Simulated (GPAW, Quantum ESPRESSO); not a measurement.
The Cu K edge of atom 7 in CdCu2GeSe4 (I-42m), with 4 Se at 2.41 Å (tetrahedral, site symmetry -4), was computed in 2 ways: excited-electron core hole (neutral cell) and no core hole. Program and functional: Quantum ESPRESSO XSpectra, LDA, Lorentzian half width 0.78 eV; cells of 8 atoms.

Each run is counted from its own lowest empty level or Fermi level and scaled to a mean of 1 over its first 20 eV.

| E (eV) | run 1 | run 2 |
| --- | --- | --- |
| -2.0 | 0.08 | 0.05 |
| -1.0 | 0.11 | 0.07 |
| 0.0 | 0.21 | 0.10 |
| 1.0 | 0.37 | 0.15 |
| 2.0 | 0.54 | 0.25 |
| 3.0 | 0.72 | 0.38 |
| 4.0 | 0.97 | 0.49 |
| 5.0 | 1.15 | 0.69 |
| 6.0 | 1.21 | 0.89 |
| 7.0 | 1.08 | 1.13 |
| 8.0 | 1.05 | 1.18 |
| 9.0 | 1.00 | 1.12 |
| 10.0 | 1.02 | 1.13 |
| 11.0 | 1.29 | 1.06 |
| 12.0 | 1.40 | 1.19 |
| 13.0 | 1.29 | 1.50 |
| 14.0 | 1.08 | 1.59 |
| 15.0 | 1.03 | 1.41 |
| 16.0 | 1.05 | 1.30 |
| 17.0 | 1.04 | 1.25 |
| 18.0 | 1.04 | 1.29 |
| 19.0 | 1.03 | 1.28 |
| 20.0 | 0.99 | 1.24 |
| 21.0 | 0.99 | 1.24 |
| 22.0 | 1.04 | 1.19 |
| 23.0 | 1.06 | 1.22 |
| 24.0 | 1.07 | 1.24 |
| 25.0 | 1.07 | 1.26 |
| 26.0 | 1.13 | 1.30 |
| 27.0 | 1.18 | 1.32 |
| 28.0 | 1.13 | 1.34 |
| 29.0 | 1.22 | 1.40 |
| 30.0 | 1.18 | 1.44 |
| 31.0 | 1.10 | 1.43 |
| 32.0 | 1.11 | 1.41 |

**Question.** Which run is which?

Run 1: excited-electron core hole (neutral cell) (area from −2 to 6 eV 4.7, main maxima 5.6 eV (1.22), 11.9 eV (1.41), 26.8 eV (1.19) and 29.4 eV (1.23)). Run 2: no core hole (area from −2 to 6 eV 2.6, main maxima 7.7 eV (1.20), 13.7 eV (1.60) and 18.4 eV (1.30)). With each curve scaled to its own mean, the area from −2 to 6 eV with the hole is 4.7 against 2.6, and the centre of weight from −1 to 20 eV moves by -1.3 eV: the hole pulls the absorber's empty states down.

[Hosts, paths, dates, database ids (printed as entryN), source tags and the programs' standing remarks are cut or masked in the printed files.]

[Lists of maxima count a maximum above −3 eV only where it reaches 4 % of the highest in the window and stands out from its surroundings by 2 % of it (1.5 % where it reaches 55 %); shoulders and weaker maxima are passed over, and of the rest the first, up to two pre-edge ones and the few strongest are named.]
